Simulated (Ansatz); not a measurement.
# Lattice dynamics of HfO2 (Fm-3m), part 2 of 2

Wanted: vibrations and spectra of HfO2 (Fm-3m); the cell is already relaxed. After the zone centre comes a 4×4×4 q mesh on a 8×8×8 k mesh.

Ansatz 0.2.0; DFT LDA, scalar-relativistic, plane waves, PAW; PAW set soft_1.

So far. Step 2 (Linear response at the zone centre): Before it was imposed, the acoustic sum rule was missed by 1.1e-4 eV/Å² and the charge sum rule by 2.4e-5 e. Small misses are needed for a sound result but don't prove that mesh and cutoff are converged. The lowest optical mode is real, 248 cm⁻¹.

## 3. Phonons on a q mesh

Stability and thermal properties need the whole zone. Linear response on a 4×4×4 q mesh gives force constants as far as a supercell of that size would, and the tensors from the zone-centre run are typed in so that the long-range dipole term is interpolated apart.

input.yaml reads:

```yaml
crystal:
  lattice:
    - [0.0, 2.5008662479, 2.5008662479]
    - [2.5008662479, 0.0, 2.5008662479]
    - [2.5008662479, 2.5008662479, 0.0]
  atoms:
    - { symbol: Hf, position: [0.0, 0.0, 0.0] }
    - { symbol: O, position: [0.25, 0.25, 0.25] }
    - { symbol: O, position: [0.75, 0.75, 0.75] }
kpoints:
  mp_grid: { grid: [8, 8, 8] }
hamiltonian:
  xc: lda
  pseudopotentials: { kind: paw, azcp: { folder: soft_1 }, xc_functional: pbe }
scf:
  occupations: { method: fixed }
output:
  eigenvalues: true
phonons:
  method: dfpt
  qmesh: [4, 4, 4]
  temperatures: { t_max: 1000, t_step: 50 }
  qpath:
    path:
      - [[0.0, 0.0, 0.0], [0.5, 0.0, 0.5], [0.625, 0.25, 0.625]]
      - [[0.375, 0.375, 0.75], [0.0, 0.0, 0.0], [0.5, 0.5, 0.5], [0.5, 0.25, 0.75], [0.5, 0.0, 0.5]]
    npoints: 10
  non_analytic_term:
    high_frequency_dielectric_tensor: [[5.3952, 0.0, 0.0], [0.0, 5.3952, 0.0], [0.0, 0.0, 5.3952]]
    born_effective_charges:
      - { species: Hf, tensor: [[5.5895, 0.0, 0.0], [0.0, 5.5895, 0.0], [0.0, 0.0, 5.5895]] }
      - { species: O, tensor: [[-2.7948, 0.0, 0.0], [0.0, -2.7948, 0.0], [0.0, 0.0, -2.7948]] }
      - { species: O, tensor: [[-2.7948, 0.0, 0.0], [0.0, -2.7948, 0.0], [0.0, 0.0, -2.7948]] }
    source: "zone-centre run at this cell"
```

Launch:

```sh
> ansatz run input.yaml --threads 4 --pin off --max-ram 10240MiB --backend cpu --events-out ev --progress --plain --runs-dir out
```

Numbers of over 12 decimals in the logs are rounded to 6 here.

The program printed:

```text
Warning: phonons: the dynamical matrix that this run interpolates holds no multipole term above the dipole-dipole one, and a site of this crystal is no centre of inversion, so its interpolated transverse optical and acoustic branches and sound speeds can stay off near Gamma, and the density of states and the thermodynamics with them. What a run solves at a wave vector of phonons.qpoints, Gamma apart, where the deck admits one, is free of this, and under fd what a larger phonons.supercell samples
[...]
Crystal: 3 atoms, lattice volume = 31.282 Å³
Basis set: ecut = 420 eV, 609 PW (Γ), exchange–correlation on 48×48×48 points (8 copies of the dense FFT grid, shifted against one another)
Bands: 23, of which v1, the nominal top of the filled ones, is band 19 counted from 1 (18 counted from 0)
Symmetry: 48 space group operations
k-points: 29 of 512
[...]
SCF iter   1: F=—  HF=-16594.311818 eV  |F-HF|=—  |Δ(HF+E_count)|=         —  Δρ=9.06e-2  dr2=1.96e0  ethr=3.10e-3  ⟨swp⟩=4.0  Hψ=2196  notcnv=0  defer=56
[...]
SCF iter  10: F=-16593.620059 eV  HF=-16593.620059 eV  |F-HF|=7.28e-12  |Δ(HF+E_count)|=  1.46e-11  Δρ=1.67e-8  dr2=3.29e-14  ethr=1.00e-12  ⟨swp⟩=7.7  Hψ=4148  notcnv=0
SCF 1 converged in 10 iterations: F = -16593.620059 eV  dr2 = 3.29e-14
[...]
NSCF: frozen V_eff on 29 k-points
[...]
DFPT response loops at q = (0, 0, 0) (fractional): preconditioner auto → none (the input reference at scf.mixing.eps_inf says where Resta's filter doesn't serve); β = 0.50; Broyden in place of MSR1
[...]
SCF converged after 10 iterations
Free energy (F): -16593.620059 eV
[...]
Internal energy: -16593.620059 eV  (E = F + TS)
E sigma→0 (E₀):  -16593.620059 eV
Fermi energy:    15.224507 eV
[...]
--- Band table (eV; the first three rows and the last of 29) ---
  k-point 0: bands = [... 15 lower, 9.4991, 14.5762, 14.5762, 14.5762, 18.9887, 18.9887, 21.1487, 26.0868]
  k-point 1: bands = [... 15 lower, 9.9831, 14.1086, 14.2603, 14.2603, 19.3145, 19.3145, 21.7498, 25.3066]
  k-point 2: bands = [... 15 lower, 11.0678, 13.1688, 13.7064, 13.7064, 19.7912, 19.7912, 22.3357, 24.7326]
  k-point 28: bands = [... 15 lower, 12.5106, 12.5106, 13.6795, 14.9995, 20.0084, 20.3684, 22.5864, 22.5864]
--- Phonons (Γ-DFPT): 2 representative perturbations + reference (Σ response iterations 7) ---
  ASR residual: 7.075e-6 → 0.000e0 eV/Å²; symmetrization residual: 2.674e-7 eV/Å²
  ASR residual per site (eV/Å²): 4.78e-6 7.07e-6 7.07e-6
  Γ frequencies (cm⁻¹): 0.00 0.00 0.00 248.35 248.35 248.35 596.47 596.47 596.47
--- Phonons (arbitrary-q DFPT): 8 irreducible q on the 4×4×4 mesh ---
  q = [0.0000, 0.0000, 0.0000] (star 1, of the zone-centre solve; hermiticity 4.46e-8, symmetrization 2.72e-12): -0.00 -0.00 0.00 248.35 248.35 248.35 596.47 596.47 596.47
  q = [0.0000, 0.0000, 0.2500] (star 8, 2 solved perturbations on 288 of 512 k-point pairs; hermiticity 6.28e-8, symmetrization 3.14e-8): 79.78 79.78 151.45 332.34 332.34 551.46 571.31 571.31 619.51
[...]
q = [0.0000, 0.2500, 0.2500] (star 6, 4 solved perturbations in 528 linear systems a pass and spin channel, the states on 164 of 512 k-point pairs; hermiticity 3.34e-8, symmetrization 2.51e-10): 78.88 78.88 201.36 265.44 265.44 446.68 590.01 590.01 668.49
[...]
sum rule: each row above includes the acoustic sum rule's correction from the zone centre's row sums; it moved no ω² by more than (0.35 cm⁻¹)²
  mesh force constants: q→R imaginary residual 5.69e-18; ASR residual 7.075e-6 → 0.000e0 eV/Å²; symmetrization residual 1.066e-14 eV/Å²
  interpolated dispersion: 63 rows × 9 modes
  density of states and harmonic sums: on the 24×24×24 q-mesh, interpolated from the force constants of a 4×4×4 supercell (with the dipole–dipole term of supplied tensors)
  largest difference from the sums on the solved wave vectors: F 1.17e-3 eV, S 1.72e-6 and C_V 1.01e-6 eV/K
  zero-point energy: 0.199526 eV/cell   skipped modes (ω ≤ 0): 48, of them read as no rigid motion or as one in doubt: 45 (9.310e-2 modes/cell left out, lowest -217.74 cm⁻¹)   left out of the sums: 1.04e-2 of the cell's modes: C_V's classical limit lies that fraction below 3 k_B per atom; for a crystal, a wire or a layer, F and S can be off by more, and a phonons.interpolated_qmesh denser along its periods is the remedy for the sampling
```

Wall time 87 s (4 threads of Arm Neoverse V2, shared host); peak memory 1.2 GiB; 5.5 min of CPU time.

Numbers from this step:

| Quantity | Value |
| --- | --- |
| sum-rule residual before enforcement | 7.07e-6 eV/Å² |
| lowest frequency on the path | -217.7 cm⁻¹ |
| highest frequency on the path or at a solved wavevector | 707.1 cm⁻¹ |
| lowest mode on the q mesh (acoustic modes at Γ apart) | -217.7 cm⁻¹ |

Frequencies (cm⁻¹) solved at each irreducible wavevector; negative means imaginary. Frequencies by wavevector, by row:

| q in reciprocal lattice units | star | mode 1 | mode 2 | mode 3 | mode 4 | mode 5 | mode 6 | mode 7 | mode 8 | mode 9 |
| --- | --- | --- | --- | --- | --- | --- | --- | --- | --- | --- |
| 0 0 0 | 1 | 0 | 0 | 0 | 248.3 | 248.3 | 248.3 | 596.5 | 596.5 | 596.5 |
| 0 0 0.25 | 8 | 79.8 | 79.8 | 151.4 | 332.3 | 332.3 | 551.5 | 571.3 | 571.3 | 619.5 |
| 0 0 -0.5 | 4 | 92.5 | 92.5 | 200.8 | 415.1 | 415.1 | 510.6 | 531.2 | 531.2 | 603.3 |
| 0 0.25 0.25 | 6 | 78.9 | 78.9 | 201.4 | 265.4 | 265.4 | 446.7 | 590 | 590 | 668.5 |
| 0 0.25 -0.5 | 24 | 96.9 | 131 | 198 | 277.3 | 355.7 | 365.3 | 557.2 | 582.1 | 670.5 |
| 0 0.25 -0.25 | 12 | 93.7 | 123.5 | 196.1 | 235.4 | 436.1 | 468 | 493.4 | 598 | 645.1 |
| 0 -0.5 -0.5 | 3 | -217.7 | 102.2 | 102.2 | 259.6 | 323.8 | 323.8 | 574.3 | 574.3 | 707.1 |
| 0.25 -0.5 -0.25 | 6 | 52.6 | 106.2 | 191.2 | 191.2 | 255.7 | 477.5 | 477.5 | 615.7 | 680 |

Interpolated from a 4×4×4 q mesh, with the LO-TO term (at Γ the limit along the path; where Γ stands inside the path, tables give the limit on arrival). The phonon branches at the labelled points (cm⁻¹):

```
    point  branch 1  branch 2  branch 3  branch 4  branch 5  branch 6  branch 7  branch 8  branch 9
        Γ         0         0         0       248       248       596       596       596       630
  halfway        79        79       201       265       265       447       590       590       668
        X      -218       102       102       260       324       324       574       574       707
  halfway      -187       101       120       247       329       342       568       578       702
        U       -66        98       156       221       341       386       548       586       687
jump to K       -66        98       156       221       341       386       548       586       687
  halfway        90        91       180       255       405       502       537       601       629
        Γ         0         0         0       248       248       596       596       596       630
  halfway        80        80       152       332       332       552       571       571       620
        L        92        92       201       415       415       511       531       531       603
  halfway        96       150       180       312       334       458       510       595       654
        W        53       106       191       191       256       478       478       616       680
  halfway      -159       104       133       238       298       382       548       593       696
        X      -218       102       102       260       324       324       574       574       707
```

The phonon branches as a text plot (rows in cm⁻¹):

```
    688 |       ************                            *********
    649 |*******            ****    ****             ***
    611 |******             ************************* ********
    572 | **   *************     ****    *****     ***        ***
    534 |   *             **    **          **********      **
    495 |    **             *****              ****   ******
    457 |      *            *  *                   ******  *
    418 |                  * ** *               *****       **
    380 |       *        ** *    *            **   ***        *
    341 |            *******                **       **        **
    302 |        ****             **      **          **     ***
    264 |***************        **********              ***** ***
    225 |       **      ********                        *   **
    187 |    ***           ******            ***************
    148 |   *           *** *    *          *        ****   **
    110 |  *    ***************** **      **   ******************
     71 |    ***                *****    ******          **
     33 | ***                     ****  **                 *
     -6 |*                            **
    -44 |
    -83 |                 *                                 *
   -121 |                *                                   *
   -160 |               *
   -198 |           ****                                      ***
         Γ           X  U|K            Γ         L        W     X
```

The phonon density of states has structure finer than the step of the table below, so its rows give means over 50 cm⁻¹, whole bins alone (the curve runs from -215 to 705 cm⁻¹). Peaks (cm⁻¹: height): 95.0: 0.0714, 195.0: 0.0265, 595.0: 0.0408, 675.0: 0.0144.

Tetrahedra on a 24×24×24 mesh, mean over bins of 10 cm-1. Interpolated from a 4×4×4 q mesh. Table of phonon density of states by wavenumber; means over each step:

```
wavenumber (cm⁻¹)  phonon density of states (1/cm⁻¹/cell)
             -150                                  5.2e-4
             -100                                  4.6e-4
              -50                                  3.7e-4
                0                                  5.0e-4
               50                                 0.00377
              100                                  0.0299
              150                                  0.0106
              200                                  0.0155
              250                                  0.0110
              300                                  0.0129
              350                                  0.0105
              400                                  0.0101
              450                                 0.00902
              500                                 0.00841
              550                                  0.0150
              600                                  0.0230
              650                                  0.0129
```

The partial phonon density of states has structure finer than the step of the table below, so its rows give means over 50 cm⁻¹, whole bins alone (the curve runs from -222 to 738 cm⁻¹). Peaks (cm⁻¹: height): Hf 97.6: 0.0532, 194.2: 0.0200; O 272.7: 0.0133, 592.7: 0.0371, 671.2: 0.0134.

Phonopy on the run's constants, 19x19x19 mesh, Gaussian sigma 6.9 cm-1. Interpolated from a 4×4×4 q mesh. The partial phonon density of states by wavenumber; means over each step; values in 1/cm⁻¹/cell:

```csv
wavenumber (cm⁻¹),Hf,O
-150,3.7e-6,5.2e-4
-100,2.1e-5,6.6e-4
-50,1.8e-5,2.2e-4
0,1.1e-4,1.1e-4
50,0.00321,8.3e-4
100,0.0283,0.00144
150,0.00944,0.00154
200,0.0132,0.00195
250,0.00391,0.00723
300,5.8e-4,0.0122
350,3.2e-4,0.0103
400,1.6e-4,0.00974
450,1.1e-4,0.00896
500,3.5e-5,0.00856
550,1.3e-5,0.0152
600,1.2e-4,0.0227
650,4.0e-4,0.0122
700,3.3e-5,0.00532
```

Symmetry leaves 8 wavevectors to solve. The lowest mode among them, the acoustic zeros apart, lies at q = (0, -0.5, -0.5) and is imaginary, 217.7i cm⁻¹, so the energy falls along it.

## 4. Isotope substitution, element Hf, natural mass 178.486 amu

An isotope changes the mass and not the force constants, so no new electronic calculation is needed; the shifts show which modes move this element.

The same force constants with the mass of Hf changed from 178.486 to 173.940 u (phonopy, no LO-TO term). Both lists are sorted by frequency; levels can cross, so a row need not hold one and the same mode. Modes under 3 cm⁻¹ are left out. Isotope shifts, by row:

| q | rank | natural mass (cm⁻¹) | changed mass (cm⁻¹) |
| --- | --- | --- | --- |
| 0 0 0 | 4 | 248.3 | 248.8 |
| 0 0 0 | 5 | 248.3 | 248.8 |
| 0 0 0 | 6 | 248.3 | 248.8 |
| 0 0 0 | 7 | 596.5 | 596.5 |
| 0 0 0 | 8 | 596.5 | 596.5 |
| 0 0 0 | 9 | 596.5 | 596.5 |
| 0 0 0.25 | 1 | 79.78 | 80.79 |
| 0 0 0.25 | 2 | 79.78 | 80.79 |
| 0 0 0.25 | 3 | 151.4 | 153.2 |
| 0 0 0.25 | 4 | 332.3 | 332.5 |
| 0 0 0.25 | 5 | 332.3 | 332.5 |
| 0 0 0.25 | 6 | 551.5 | 551.5 |
| 0 0 0.25 | 7 | 571.3 | 571.3 |
| 0 0 0.25 | 8 | 571.3 | 571.3 |
| 0 0 0.25 | 9 | 619.5 | 620.3 |
| 0 0 -0.5 | 1 | 92.49 | 93.69 |
| 0 0 -0.5 | 2 | 92.49 | 93.69 |
| 0 0 -0.5 | 3 | 200.8 | 203.2 |
| 0 0 -0.5 | 4 | 415.1 | 415.2 |
| 0 0 -0.5 | 5 | 415.1 | 415.2 |
| 0 0 -0.5 | 6 | 510.6 | 511 |
| 0 0 -0.5 | 7 | 531.2 | 531.2 |
| 0 0 -0.5 | 8 | 531.2 | 531.2 |
| 0 0 -0.5 | 9 | 603.3 | 603.3 |
| 0 0.25 0.25 | 1 | 78.88 | 79.84 |
| 0 0.25 0.25 | 2 | 78.88 | 79.84 |
| 0 0.25 0.25 | 3 | 201.4 | 203.8 |
| 0 0.25 0.25 | 4 | 265.4 | 265.6 |
| 0 0.25 0.25 | 5 | 265.4 | 265.6 |
| 0 0.25 0.25 | 6 | 446.7 | 446.7 |
| 0 0.25 0.25 | 7 | 590 | 590 |
| 0 0.25 0.25 | 8 | 590 | 590 |
| 0 0.25 0.25 | 9 | 668.5 | 669 |

A mode of this element alone would shift by +1.30 %. The highest zone-centre frequency without the field goes from 596.5 to 596.5 cm⁻¹ (+0.0 %). The product of the frequency ratios over all optical modes at Γ is 1.006; the product rule, (m/m′)^(3k/2) (M′/M)^(3/2) with k = 1 such atoms and M the mass of the cell, gives 1.006.

## 5. Isotope substitution, element O, natural mass 15.999 amu

The same for O, from 16.00 to 18.00 u.

The same force constants with the mass of O changed from 15.999 to 17.999 u (phonopy, no LO-TO term). Both lists are sorted by frequency; levels can cross, so a row need not hold one and the same mode. Modes under 3 cm⁻¹ are left out. Isotope shifts, by row:

| q | rank | natural mass (cm⁻¹) | changed mass (cm⁻¹) |
| --- | --- | --- | --- |
| 0 0 0 | 4 | 248.3 | 236.4 |
| 0 0 0 | 5 | 248.3 | 236.4 |
| 0 0 0 | 6 | 248.3 | 236.4 |
| 0 0 0 | 7 | 596.5 | 562.4 |
| 0 0 0 | 8 | 596.5 | 562.4 |
| 0 0 0 | 9 | 596.5 | 562.4 |
| 0 0 0.25 | 1 | 79.78 | 79.63 |
| 0 0 0.25 | 2 | 79.78 | 79.63 |
| 0 0 0.25 | 3 | 151.4 | 150.5 |
| 0 0 0.25 | 4 | 332.3 | 313.9 |
| 0 0 0.25 | 5 | 332.3 | 313.9 |
| 0 0 0.25 | 6 | 551.5 | 520 |
| 0 0 0.25 | 7 | 571.3 | 538.6 |
| 0 0 0.25 | 8 | 571.3 | 538.6 |
| 0 0 0.25 | 9 | 619.5 | 587.5 |
| 0 0 -0.5 | 1 | 92.49 | 92.46 |
| 0 0 -0.5 | 2 | 92.49 | 92.46 |
| 0 0 -0.5 | 3 | 200.8 | 200.1 |
| 0 0 -0.5 | 4 | 415.1 | 391.5 |
| 0 0 -0.5 | 5 | 415.1 | 391.5 |
| 0 0 -0.5 | 6 | 510.6 | 483 |
| 0 0 -0.5 | 7 | 531.2 | 500.8 |
| 0 0 -0.5 | 8 | 531.2 | 500.8 |
| 0 0 -0.5 | 9 | 603.3 | 568.8 |
| 0 0.25 0.25 | 1 | 78.88 | 78.6 |
| 0 0.25 0.25 | 2 | 78.88 | 78.6 |
| 0 0.25 0.25 | 3 | 201.4 | 200.6 |
| 0 0.25 0.25 | 4 | 265.4 | 251.2 |
| 0 0.25 0.25 | 5 | 265.4 | 251.2 |
| 0 0.25 0.25 | 6 | 446.7 | 421.1 |
| 0 0.25 0.25 | 7 | 590 | 556.3 |
| 0 0.25 0.25 | 8 | 590 | 556.3 |
| 0 0.25 0.25 | 9 | 668.5 | 632.6 |

A mode of this element alone would shift by -5.72 %. The highest zone-centre frequency without the field goes from 596.5 to 562.4 cm⁻¹ (-5.7 %). The product of the frequency ratios over all optical modes at Γ is 0.722; the product rule, (m/m′)^(3k/2) (M′/M)^(3/2) with k = 2 such atoms and M the mass of the cell, gives 0.722.

## 6. Summary of results

```yaml
space_group_within_0p01_a: Fm-3m
volume_per_atom: 10.4 Å³
gap_on_the_k_mesh: 3.66 eV
highest_optical_mode_at_the_zone_centre_no_lo_to_term: 596 cm⁻¹
top_of_the_zone_centre_spectrum_with_the_field: 630 cm⁻¹
lowest_optical_zone_centre_mode: 248 cm⁻¹
mean_high_frequency_dielectric_constant: 5.40
mean_static_dielectric_constant: 34.8
largest_born_charge_third_of_the_trace: 5.59 e
lowest_mode_on_the_q_mesh_acoustic_modes_at_gamma_apart: -218 cm⁻¹
highest_frequency_on_the_path_or_at_a_solved_wavevector: 707 cm⁻¹
imaginary_modes_on_the_4x4x4_q_mesh: yes
```

What this shows: Modes are clearly imaginary (beyond 10i cm⁻¹) at 1 of the 8 irreducible wavevectors, most at q = (0, -0.5, -0.5) (217.7i cm⁻¹), so this structure is not a minimum of the energy. Without the field, the optical modes at Γ span 248 to 596 cm⁻¹. The highest mode in this list at Γ, 596.5 cm⁻¹, is mostly motion of O (100 % of the kinetic energy). With the macroscopic field of the longitudinal modes the top of the zone-centre spectrum lies at 630 cm⁻¹, against 596 cm⁻¹ without it. Lattice motion raises the mean dielectric constant from 5.395 to 34.76. The strongest infrared line is at 248 cm⁻¹. The program warns that the interpolation holds no quadrupole term, so branches close to Γ can be off in this crystal. Spin-orbit coupling is left out, which can matter for the heavy elements here. The PAW files were made for PBE and serve the other functionals too. These are harmonic frequencies at zero temperature: anharmonic shifts, linewidths and thermal expansion are left out.

[Logs are printed without paths, hosts, clocks, repeated set-up lines and the standing remarks that a program may print on its own settings, such as how far it seeks lower states.]

[Hosts, paths, dates, database ids (printed as entryN), source tags and the programs' standing remarks are cut or masked in the printed files.]
